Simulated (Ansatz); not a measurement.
**Ba on Al(100): change of the work function**

How does Ba on the hollow site change the work function of Al(100) as the layer fills?

Method: plane-wave DFT, PBE, Ansatz PAW, in Ansatz 0.2.0.

This is a report of a sequence of runs, with most program output left out.

## (1) The structure

The cell holds 4 atoms: 4 Al. Its edges and angles: a = 2.864 Å, b = 2.864 Å, c = 24.075 Å, α = 90.0°, β = 90.0°, γ = 90.0°. Vacuum lies along c.

## (2) The clean slab

The bare slab comes first, as the zero from which every change is counted. The two lowest layers are held at bulk places and the upper ones relax. The dipole correction removes the false field that a one-sided slab makes across the periodic vacuum, so each face gets a flat vacuum level of its own.

File input.yaml:

```yaml
crystal:
  lattice:
    - [2.8637824638, 0.0, 0.0]
    - [0.0, 2.8637824638, 0.0]
    - [0.0, 0.0, 24.075]
  atoms:
    - { symbol: Al, position: [0.5, 0.5, 0.3738317757] }
    - { symbol: Al, position: [0.0, 0.0, 0.4579439252] }
    - { symbol: Al, position: [0.5, 0.5, 0.5420560748] }
    - { symbol: Al, position: [0.0, 0.0, 0.6261682243] }
kpoints:
  mp_grid: { grid: [12, 12, 1] }
hamiltonian:
  xc: pbe
scf:
  occupations: { method: fermi_dirac, width: 0.1 }
  convergence: { dr2_threshold: 1.0e-08 }
efield:
  axis: 3
  dipole_correction: true
  ramp_position: 0.97
  ramp_width: 0.06
relax:
  f_tol: 0.02
  max_steps: 60
  constraints: [{ sites: [0, 1] }]
output:
  write_potential: true
  write_density: true
  volumetric_format: npy
```

Launch:

```
ansatz run input.yaml --threads 2 --pin off --max-ram 4096MiB --backend cpu --events-out ev --progress --plain --runs-dir out
```

The job ended after 18 s (2 threads of Intel Xeon Platinum 8259CL at 2.50GHz (Skylake/Cascade Lake), shared host; peak memory 0.45 GiB).

Relaxation path:

| step | energy less that of the first step (eV) | largest force component (eV/Å) |
| --- | --- | --- |
| 1 | 0.0000 | 0.0860 |
| 2 | -0.0007 | 0.0199 |

The run keeps the 8 symmetry operations that it works with, so distortions that break them were not tested.

The atoms that moved most (Å):

| atom | dx | dy | dz | length |
| --- | --- | --- | --- | --- |
| Al3 | 0.000 | 0.000 | -0.016 | 0.016 |
| Al4 | 0.000 | 0.000 | 0.011 | 0.011 |

Final coordinates:

```xyz
4
Lattice="2.8638 0.0000 0.0000 0.0000 2.8638 0.0000 0.0000 0.0000 24.0750" Properties=species:S:1:pos:R:3
Al    1.4319    1.4319    9.0000
Al    0.0000    0.0000   11.0250
Al    1.4319    1.4319   13.0343
Al    0.0000    0.0000   15.0859
```

Numbers from this step:

| Property | Result |
| --- | --- |
| energy at zero smearing | -2149.0408 eV |
| work function, upper face | 4.293 eV |
| dipole along the normal | 3.97e-4 e·Å |

Running mean over 2.025 Å of the planar mean; the ramp of the sawtooth is left out. Electron's electrostatic potential energy less the Fermi level against z:

| z (Å) | electron's electrostatic potential energy less the Fermi level (eV) |
| --- | --- |
| 3.0 | 4.30 |
| 3.5 | 4.30 |
| 4.0 | 4.30 |
| 4.5 | 4.30 |
| 5.0 | 4.30 |
| 5.5 | 4.28 |
| 6.0 | 4.23 |
| 6.5 | 4.06 |
| 7.0 | 3.50 |
| 7.5 | 1.87 |
| 8.0 | -0.524 |
| 8.5 | -2.83 |
| 9.0 | -4.18 |
| 9.5 | -4.50 |
| 10.0 | -4.56 |
| 10.5 | -4.57 |
| 11.0 | -4.58 |
| 11.5 | -4.61 |
| 12.0 | -4.62 |
| 12.5 | -4.61 |
| 13.0 | -4.56 |
| 13.5 | -4.49 |
| 14.0 | -4.45 |
| 14.5 | -4.42 |
| 15.0 | -4.25 |
| 15.5 | -3.15 |
| 16.0 | -0.942 |
| 16.5 | 1.48 |
| 17.0 | 3.30 |
| 17.5 | 4.00 |
| 18.0 | 4.21 |
| 18.5 | 4.27 |
| 19.0 | 4.29 |
| 19.5 | 4.29 |
| 20.0 | 4.29 |
| 20.5 | 4.29 |
| 21.0 | 4.29 |

The relaxation took 2 steps and lowered the energy by 7.4e-4 eV; the largest force on the free atoms ends at 0.020 eV/Å.

The work function of the upper face is 4.29 eV.

## (3) The covered slab, k-mesh 4×4×1, coverage 0.111 ML

System of this step: Ba/Al(100). The cell holds 37 atoms: 36 Al and 1 Ba. Its edges and angles: a = 8.591 Å, b = 8.591 Å, c = 26.892 Å, α = 90.0°, β = 90.0°, γ = 90.0°. Vacuum lies along c.

The clean slab as it ended is repeated in the plane and the adsorbate is set on one face; the cell's size fixes the coverage, and the k-mesh shrinks with it to keep the sampling density about even. Adsorbate and upper layers relax, since the dipole depends on the height.

File input.yaml:

```yaml
crystal:
  lattice:
    - [8.5913473914, 0.0, 0.0]
    - [0.0, 8.5913473914, 0.0]
    - [0.0, 0.0, 26.8924026051]
  atoms:
    - { symbol: Al, position: [0.1666666667, 0.1666666667, 0.3346670111] }
    - { symbol: Al, position: [0.0, 0.0, 0.4099670885] }
    - { symbol: Al, position: [0.1666666667, 0.1666666667, 0.4846845606] }
    - { symbol: Al, position: [0.0, 0.0, 0.5609721996] }
    - { symbol: Al, position: [0.1666666667, 0.5, 0.3346670111] }
    - { symbol: Al, position: [0.0, 0.3333333333, 0.4099670885] }
    - { symbol: Al, position: [0.1666666667, 0.5, 0.4846845606] }
    - { symbol: Al, position: [0.0, 0.3333333333, 0.5609721996] }
[... 25 atom lines left out ...]
    - { symbol: Al, position: [0.6666666667, 0.6666666667, 0.4099670885] }
    - { symbol: Al, position: [0.8333333333, 0.8333333333, 0.4846845606] }
    - { symbol: Al, position: [0.6666666667, 0.6666666667, 0.5609721996] }
    - { symbol: Ba, position: [0.1666666667, 0.1666666667, 0.6653329889] }
kpoints:
  mp_grid: { grid: [4, 4, 1] }
hamiltonian:
  xc: pbe
scf:
  occupations: { method: fermi_dirac, width: 0.1 }
  convergence: { dr2_threshold: 1.0e-08 }
efield:
  axis: 3
  dipole_correction: true
  ramp_position: 0.97
  ramp_width: 0.06
relax:
  f_tol: 0.02
  max_steps: 60
  constraints:
    - { sites: [0, 1, 4, 5, 8, 9, 12, 13, 16, 17, 20, 21, 24, 25, 28, 29, 32, 33] }
output:
  write_potential: true
  write_density: true
  volumetric_format: npy
```

Run time: 4.3 min. Hardware: 2 threads; peak memory 2.7 GiB.

The steps of the relaxation:

| step | energy less that of the first step (eV) | largest force component (eV/Å) |
| --- | --- | --- |
| 1 | 0.0000 | 0.7274 |
| 2 | -0.0858 | 0.1685 |
| 3 | -0.0897 | 0.0420 |
| 4 | -0.0899 | 0.0011 |

Forces are held to the 8 operations that the run works with; a distortion that breaks them can't arise in this run.

The atoms that moved most (Å):

| atom | dx | dy | dz | length |
| --- | --- | --- | --- | --- |
| Ba37 | 0.000 | 0.000 | -0.231 | 0.231 |
| Al4 | -0.023 | -0.023 | -0.043 | 0.054 |
| Al8 | -0.023 | 0.023 | -0.043 | 0.054 |
| Al16 | 0.023 | -0.023 | -0.043 | 0.054 |
| Al20 | 0.023 | 0.023 | -0.043 | 0.054 |
| Al32 | 0.000 | -0.003 | 0.024 | 0.025 |
| Al24 | -0.003 | 0.000 | 0.024 | 0.025 |
| Al28 | 0.000 | 0.003 | 0.024 | 0.025 |

Final coordinates:

```xyz
37
Lattice="8.5913 0.0000 0.0000 0.0000 8.5913 0.0000 0.0000 0.0000 26.8924" Properties=species:S:1:pos:R:3
Al    1.4319    1.4319    9.0000
Al    0.0000    0.0000   11.0250
Al    1.4319    1.4319   13.0439
Al   -0.0232   -0.0232   15.0430
Al    1.4319    4.2957    9.0000
Al    0.0000    2.8638   11.0250
Al    1.4319    4.3016   13.0386
Al   -0.0232    2.8870   15.0430
Al    1.4319    7.1595    9.0000
Al    0.0000    5.7276   11.0250
Al    1.4319    7.1535   13.0386
Al    0.0033    5.7276   15.1102
Al    4.2957    1.4319    9.0000
Al    2.8638    0.0000   11.0250
Al    4.3016    1.4319   13.0386
Al    2.8870   -0.0232   15.0430
Al    4.2957    4.2957    9.0000
Al    2.8638    2.8638   11.0250
Al    4.3018    4.3018   13.0443
Al    2.8870    2.8870   15.0430
Al    4.2957    7.1595    9.0000
Al    2.8638    5.7276   11.0250
Al    4.3018    7.1533   13.0443
Al    2.8605    5.7276   15.1102
Al    7.1595    1.4319    9.0000
Al    5.7276    0.0000   11.0250
Al    7.1535    1.4319   13.0386
Al    5.7276    0.0033   15.1102
Al    7.1595    4.2957    9.0000
Al    5.7276    2.8638   11.0250
Al    7.1533    4.3018   13.0443
Al    5.7276    2.8605   15.1102
Al    7.1595    7.1595    9.0000
Al    5.7276    5.7276   11.0250
Al    7.1533    7.1533   13.0443
Al    5.7276    5.7276   15.1070
Ba    1.4319    1.4319   17.6616
```

This step gave:

```yaml
energy_at_zero_smearing: -25291.7070 eV
work_function_upper_face: 1.825 eV
work_function_lower_face: 4.311 eV
dipole_along_the_normal: 1.014 e·Å
step_between_the_vacuum_levels: -2.486 eV
```

Running mean over 2.025 Å of the planar mean; the ramp of the sawtooth is left out. Electron's electrostatic potential energy less the Fermi level against z:

| z (Å) | electron's electrostatic potential energy less the Fermi level (eV) |
| --- | --- |
| 3.5 | 4.31 |
| 4.0 | 4.31 |
| 4.5 | 4.31 |
| 5.0 | 4.31 |
| 5.5 | 4.29 |
| 6.0 | 4.25 |
| 6.5 | 4.08 |
| 7.0 | 3.52 |
| 7.5 | 1.89 |
| 8.0 | -0.500 |
| 8.5 | -2.81 |
| 9.0 | -4.16 |
| 9.5 | -4.49 |
| 10.0 | -4.54 |
| 10.5 | -4.56 |
| 11.0 | -4.56 |
| 11.5 | -4.57 |
| 12.0 | -4.57 |
| 12.5 | -4.57 |
| 13.0 | -4.55 |
| 13.5 | -4.52 |
| 14.0 | -4.50 |
| 14.5 | -4.46 |
| 15.0 | -4.24 |
| 15.5 | -3.21 |
| 16.0 | -1.38 |
| 16.5 | 0.235 |
| 17.0 | 1.05 |
| 17.5 | 0.888 |
| 18.0 | 0.726 |
| 18.5 | 0.902 |
| 19.0 | 1.28 |
| 19.5 | 1.61 |
| 20.0 | 1.74 |
| 20.5 | 1.79 |
| 21.0 | 1.81 |
| 21.5 | 1.82 |
| 22.0 | 1.82 |
| 22.5 | 1.82 |
| 23.0 | 1.82 |
| 23.5 | 1.82 |

The relaxation took 4 steps and lowered the energy by 0.090 eV; the largest force on the free atoms ends at 0.0011 eV/Å.

The covered face has 1.83 eV, -2.47 eV against the clean one; the bare back face has moved by +0.01 eV, a measure of how thin the slab is.

## (4) Adsorbate added, k-mesh 6×6×1, coverage 0.25 ML

System of this step: Ba/Al(100). The cell holds 17 atoms: 16 Al and 1 Ba. Its edges and angles: a = 5.728 Å, b = 5.728 Å, c = 26.892 Å, α = 90.0°, β = 90.0°, γ = 90.0°. Vacuum lies along c.

Another coverage, to see how the dipoles act on each other as their distance changes.

File input.yaml:

```yaml
crystal:
  lattice:
    - [5.7275649276, 0.0, 0.0]
    - [0.0, 5.7275649276, 0.0]
    - [0.0, 0.0, 26.8924026051]
  atoms:
    - { symbol: Al, position: [0.25, 0.25, 0.3346670111] }
    - { symbol: Al, position: [0.0, 0.0, 0.4099670885] }
    - { symbol: Al, position: [0.25, 0.25, 0.4846845606] }
    - { symbol: Al, position: [0.0, 0.0, 0.5609721996] }
    - { symbol: Al, position: [0.25, 0.75, 0.3346670111] }
    - { symbol: Al, position: [0.0, 0.5, 0.4099670885] }
    - { symbol: Al, position: [0.25, 0.75, 0.4846845606] }
    - { symbol: Al, position: [0.0, 0.5, 0.5609721996] }
    - { symbol: Al, position: [0.75, 0.25, 0.3346670111] }
    - { symbol: Al, position: [0.5, 0.0, 0.4099670885] }
    - { symbol: Al, position: [0.75, 0.25, 0.4846845606] }
    - { symbol: Al, position: [0.5, 0.0, 0.5609721996] }
    - { symbol: Al, position: [0.75, 0.75, 0.3346670111] }
    - { symbol: Al, position: [0.5, 0.5, 0.4099670885] }
    - { symbol: Al, position: [0.75, 0.75, 0.4846845606] }
    - { symbol: Al, position: [0.5, 0.5, 0.5609721996] }
    - { symbol: Ba, position: [0.25, 0.25, 0.6653329889] }
kpoints:
  mp_grid: { grid: [6, 6, 1] }
hamiltonian:
  xc: pbe
scf:
  occupations: { method: fermi_dirac, width: 0.1 }
  convergence: { dr2_threshold: 1.0e-08 }
efield:
  axis: 3
  dipole_correction: true
  ramp_position: 0.97
  ramp_width: 0.06
relax:
  f_tol: 0.02
  max_steps: 60
  constraints: [{ sites: [0, 1, 4, 5, 8, 9, 12, 13] }]
output:
  dos: { projected: true, e_range: [-8, 4] }
  write_potential: true
  write_density: true
  volumetric_format: npy
  elf: true
```

Elapsed: 81 s, on 2 threads; peak memory 1.1 GiB; 2.6 min of CPU time.

Step by step:

| step | energy less that of the first step (eV) | largest force component (eV/Å) |
| --- | --- | --- |
| 1 | 0.0000 | 0.2531 |
| 2 | -0.0112 | 0.0928 |
| 3 | -0.0128 | 0.0069 |

The run keeps the 8 symmetry operations that it works with, so distortions that break them were not tested.

The atoms that moved most (Å):

| atom | dx | dy | dz | length |
| --- | --- | --- | --- | --- |
| Ba17 | 0.000 | 0.000 | -0.084 | 0.084 |
| Al15 | 0.000 | 0.000 | 0.020 | 0.020 |
| Al3 | 0.000 | 0.000 | 0.012 | 0.012 |
| Al7 | 0.000 | 0.000 | 0.009 | 0.009 |
| Al11 | 0.000 | 0.000 | 0.009 | 0.009 |
| Al16 | 0.006 | 0.006 | -0.002 | 0.008 |
| Al12 | 0.006 | -0.006 | -0.002 | 0.008 |
| Al8 | -0.006 | 0.006 | -0.002 | 0.008 |

The relaxed structure:

```cif
data_structure
_symmetry_space_group_name_H-M 'P 1'
_symmetry_Int_Tables_number 1
_cell_length_a 5.7276
_cell_length_b 5.7276
_cell_length_c 26.8924
_cell_angle_alpha 90.000
_cell_angle_beta 90.000
_cell_angle_gamma 90.000
_cell_volume 882.21
loop_
_atom_site_label
_atom_site_type_symbol
_atom_site_fract_x
_atom_site_fract_y
_atom_site_fract_z
_atom_site_occupancy
Al1 Al 0.25000 0.25000 0.33467 1
Al2 Al 0.00000 0.00000 0.40997 1
Al3 Al 0.25000 0.25000 0.48513 1
Al4 Al 0.99903 0.99903 0.56092 1
Al5 Al 0.25000 0.75000 0.33467 1
Al6 Al 0.00000 0.50000 0.40997 1
Al7 Al 0.25000 0.75000 0.48502 1
Al8 Al 0.99903 0.50097 0.56092 1
Al9 Al 0.75000 0.25000 0.33467 1
Al10 Al 0.50000 0.00000 0.40997 1
Al11 Al 0.75000 0.25000 0.48502 1
Al12 Al 0.50097 0.99903 0.56092 1
Al13 Al 0.75000 0.75000 0.33467 1
Al14 Al 0.50000 0.50000 0.40997 1
Al15 Al 0.75000 0.75000 0.48542 1
Al16 Al 0.50097 0.50097 0.56092 1
Ba17 Ba 0.25000 0.25000 0.66220 1
```

Numbers from this step:

```
energy at zero smearing        : -14546.3726 eV
work function, upper face      : 2.342 eV
work function, lower face      : 4.330 eV
dipole along the normal        : 0.3603 e·Å
step between the vacuum levels : -1.988 eV
```

Running mean over 2.025 Å of the planar mean; the ramp of the sawtooth is left out. Electron's electrostatic potential energy less the Fermi level against z:

| z (Å) | electron's electrostatic potential energy less the Fermi level (eV) |
| --- | --- |
| 4 | 4.33 |
| 5 | 4.32 |
| 6 | 4.26 |
| 7 | 3.53 |
| 8 | -0.484 |
| 9 | -4.15 |
| 10 | -4.54 |
| 11 | -4.55 |
| 12 | -4.54 |
| 13 | -4.53 |
| 14 | -4.50 |
| 15 | -4.23 |
| 16 | -1.64 |
| 17 | -0.693 |
| 18 | -2.06 |
| 19 | -0.242 |
| 20 | 1.66 |
| 21 | 2.16 |
| 22 | 2.30 |
| 23 | 2.33 |

The density of states has structure finer than the step of the table below, so its rows give means over 0.5 eV, whole bins alone (the curve runs from -8 to 1.98 eV). Peaks (eV: height): -6.02: 15.0, 0.48: 18.7, 0.84: 21.7, 1.14: 13.5, 1.23: 22.1, 1.35: 17.8, 1.41: 18.0.

Density of states against energy, zero at the Fermi level; means over each step:

energy (eV), density of states (states/eV a cell) and a bar from the least value:
```
     -7.5        2.9 
     -7.0        3.8 ###
     -6.5        3.9 ###
     -6.0        6.0 ##########
     -5.5        3.1 #
     -5.0        4.3 #####
     -4.5        5.7 #########
     -4.0        5.9 ##########
     -3.5        4.0 ####
     -3.0        8.4 ##################
     -2.5        5.7 #########
     -2.0        7.2 ##############
     -1.5        6.9 #############
     -1.0        8.2 #################
     -0.5        8.8 ####################
      0.0        7.7 ################
      0.5       10.4 #########################
      1.0       11.4 ############################
      1.5       12.0 ##############################
```

Projected DOS per atom over height of the atomic layer and energy from the Fermi level. Layers: Al4 Al4 Al4 Al4 Ba from below.

Ten even steps from '0' (0.01 states/eV) to '9' (0.83 states/eV), each cell a mean:
```
54441
56653
63366
74479
43359
65564
64471
63361
53351
54450
45550
43340
43340
43340
34440
23230
12210
34430
23320
22220
13320
12210
```
Columns: height of the atomic layer (Å) from 9 to 17.8 (not evenly spaced); rows upwards: energy from the Fermi level (eV) from -7.96 to 1.95.

Electrostatic potential energy in the ca plane at fractional y = 0.250, with atoms of Al and Ba within 0.2 Å of it. With pseudopotentials it is smooth inside the atoms' cores, unlike the true potential.

Ten even steps from '0' (-26 eV) to '9' (4 eV), each cell a mean:
```
87788988899877889888999998888999999999999999
53357899998533478999999999999999999999999999
24435899986344358999999999999999999999999999
36634899985366448999999999999999999999999999
24435899986344358999999999999999999999999999
53357899998533578999999999999999999999999999
87788988899877889888999998888999999999999999
88889988899888899888999876667889999999999999
75568988898755689999998741125789999999999999
33336899987433368999998400001588999999999999
26634899986256348999997200000478999999999999
36634899986256348999997200000478999999999999
33336899987433368999998400001588999999999999
75578988898755689999998741125789999999999999
88889988899888899888999876677889999999999999
```
Columns run along c (16.0 Å, from fractional 0.31 to 0.91 of the cell; values clipped at the 3rd and 97th percentile), rows up along a (5.7 Å). Atoms in or near the plane, at fractional coordinates: Al at (0.33, 0.25), Al at (0.49, 0.25), Al at (0.33, 0.75), Al at (0.49, 0.75), Ba at (0.66, 0.25).

ELF in the ca plane at fractional y = 0.250, with atoms of Al and Ba within 0.2 Å of it. It is the smooth field of the valence electrons, not physical close to the nuclei.

Ten even steps from '0' (0.00) to '9' (0.86), each cell a mean:
```
99876666666777776677764200000001122221000000
86566655556654676555553210000012233221000000
41125533356300255433222110001123333221000000
23314432345112045322111111111233443221000000
41125533356310265433322110001123333221000000
86566655556654676555554210000012233221000000
98876666666777776677764200110001122221000000
88876677666677766678863124654100112221100000
98776666666766776667652379998510011221100000
73246544456522465444421698799730001111100000
32214432346211145322212893049841001111100000
33214432346211145322212893049841001111100000
73246544456522465444421698799730001111100000
98876666666777776667652379998510011221100000
88876677666677766678873124653100112221100000
```
Columns run along c (16.0 Å, from fractional 0.31 to 0.91 of the cell), rows up along a (5.7 Å). Atoms in or near the plane, at fractional coordinates: Al at (0.33, 0.25), Al at (0.49, 0.25), Al at (0.33, 0.75), Al at (0.49, 0.75), Ba at (0.66, 0.25).

Valence density in the ca plane at fractional y = 0.250, with atoms of Al and Ba within 0.2 Å of it. It is the smooth field of the valence electrons, not physical close to the nuclei.

Values in e/Å³, 8 rows by 16 columns, each cell a mean:
```
0.2 0.2 0.2 0.2 0.2 0.2 0.2 0.1 0.1 0.0 0.0 0.0 0.0 0.0 0.0 0.0
0.1 0.2 0.1 0.2 0.1 0.2 0.1 0.1 0.0 0.0 0.0 0.0 0.0 0.0 0.0 0.0
0.1 0.2 0.1 0.2 0.1 0.2 0.1 0.1 0.0 0.0 0.0 0.0 0.0 0.0 0.0 0.0
0.2 0.2 0.2 0.2 0.2 0.2 0.2 0.1 0.1 0.1 0.0 0.0 0.0 0.0 0.0 0.0
0.2 0.2 0.2 0.2 0.2 0.2 0.2 0.1 0.2 0.7 0.3 0.0 0.0 0.0 0.0 0.0
0.1 0.2 0.1 0.2 0.1 0.2 0.1 0.1 0.6 0.9 0.8 0.0 0.0 0.0 0.0 0.0
0.1 0.2 0.1 0.2 0.1 0.2 0.1 0.1 0.5 1.1 0.7 0.0 0.0 0.0 0.0 0.0
0.2 0.2 0.2 0.2 0.2 0.2 0.2 0.2 0.2 0.4 0.2 0.0 0.0 0.0 0.0 0.0
```
Columns run along c (16.0 Å, from fractional 0.31 to 0.91 of the cell), rows up along a (5.7 Å). Atoms in or near the plane, at fractional coordinates: Al at (0.33, 0.25), Al at (0.49, 0.25), Al at (0.33, 0.75), Al at (0.49, 0.75), Ba at (0.66, 0.25).

The relaxation took 3 steps and lowered the energy by 0.013 eV; the largest force on the free atoms ends at 0.0069 eV/Å.

By hand: a sheet of dipoles makes a step −p/(ε₀A) in the electron's potential. With e/ε₀ = 180.95 V·Å, p = 0.3603 e·Å and A = 32.80 Å², that is −180.95 × (0.3603) / 32.80 = -1.987 eV, and the two vacuum levels of the run differ by -1.988 eV.

The covered face has 2.34 eV, -1.95 eV against the clean one; the bare back face has moved by +0.03 eV, a measure of how thin the slab is.

## (5) Work function against coverage

This step: plane-wave DFT, PBE, Ansatz PAW; work function against coverage (Ansatz 0.2.0).

The runs are now put side by side.

This step gave:

```
work function of the clean face     : 4.293 eV
largest change of the work function : -2.468 eV
```

Table of work function of the covered face by coverage:

| coverage (adsorbates/nm²) | work function of the covered face (eV) |
| --- | --- |
| 0.00 | 4.29 |
| 1.35 | 1.83 |
| 3.05 | 2.34 |

The dipole per adsorbate comes from the change of the cell's dipole. Coverage, by row:

| coverage (1/nm²) | coverage (ML) | work function (eV) | change (eV) | dipole per adsorbate, positive end outwards (debye) | mean height of the added atoms over the highest substrate atom (Å) |
| --- | --- | --- | --- | --- | --- |
| 1.355 | 0.1111 | 1.825 | -2.468 | 4.855 | 2.551 |
| 3.048 | 0.25 | 2.342 | -1.95 | 1.723 | 2.724 |

## (6) What came out

```
work function of the clean face                        : 4.29 eV
work function at 0.11 ML                               : 1.83 eV
work function at 0.25 ML                               : 2.34 eV
dipole per adsorbate at 0.11 ML, positive end outwards : 4.86 D
```

In words: Ba lowers the work function of Al(100) at the lowest coverage, by 2.47 eV: the adsorbate layer has its positive end outwards. The slab has 4 layers, at the tabulated experimental lattice constant, one starting site was run, and quantum-size effects of a slab this thin can reach one or two tenths of an eV.

[Logs are printed without paths, hosts, clocks, repeated set-up lines and the standing remarks that a program may print on its own settings, such as how far it seeks lower states.]

[Hosts, paths, dates, database ids (printed as entryN), source tags and the programs' standing remarks are cut or masked in the printed files.]

[Maps of the electrostatic potential energy from Ansatz leave out the sawtooth potential of an applied field or a dipole correction, so their vacuum need not be flat; planar profiles and work functions include it.]

[The density of states shown here was stored with 400 of the rows of the run's finer table, so its peaks can read low, often by over a quarter, or be missed, and its means over a window can be off by a tenth or more.]
